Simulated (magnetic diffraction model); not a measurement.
## Magnetic neutron pattern of ZnCr3C

Space group Pm-3m (no. 221), a = 3.8860 Å.

```
site  atom    x    y    z
  1a    Zn    0    0    0
  3c    Cr  1/2    0  1/2
  1b     C  1/2  1/2  1/2
```

This is a made-up structure (elements placed in a structure type, unrelaxed), so the numbers test the method and describe no known phase.

Only Cr is taken to order (form factors of Cr2+); orders and moment sizes are assumed, and not adapted to the symmetry. Radiation: neutrons of λ = 2.567 Å, 5° to 80°; isotropic B of 0.17 Å² (Zn), 0.23 Å² (Cr) and 0.34 Å² (C). The intensities are simulated: I ∝ L Σ (|F_N|² + |F_M⊥|²) for unpolarised neutrons, with F_M = 2.695 fm/μB × Σ f(s) S exp(2πi Q·r) exp(−B s²) at Q = H ± k (one set where k and −k are equivalent), only the part normal to Q counting and L = 1/(sin²θ cos θ). For collinear order S is the moment m, which repeats by lattice and centring translations R with the sign exp(−2πi k·R). Form factors are spin-only for 3d ions and dipole or tabulated for f ions, scattering lengths are Sears's of 1992, and absorption is left out. A label names one of the reflections at its angle. The strongest nuclear line in the range is 100, and lines under 0.2 are left out.

Assume the order k = (0 0 0), collinear moments along [010], 0.89 μB on Cr; signs + at (1/2, 0, 1/2), + at (1/2, 1/2, 0), + at (0, 1/2, 1/2).

Predict the pattern, nuclear and magnetic parts apart.

```
2θ (°)    index  nuclear  magnetic
 38.57  (1 0 0)     26.3       3.2
 55.69  (1 1 0)    100.0       2.3
 69.79  (1 1 1)     63.0       6.8
```

The strongest magnetic line in the range is (1 1 1) at 69.79° (6.8). On top of the Lorentz factor, which all lines share, magnetic lines fade with angle because f falls: for Cr2+ it is 0.88, 0.62, 0.37 and 0.09 at sin θ/λ = 0.1, 0.2, 0.3 and 0.5 Å⁻¹, while nuclear lengths stay constant. The net moment is 2.67 μB a primitive cell.

[Logs are printed without paths, hosts, clocks, repeated set-up lines and the standing remarks that a program may print on its own settings, such as how far it seeks lower states.]
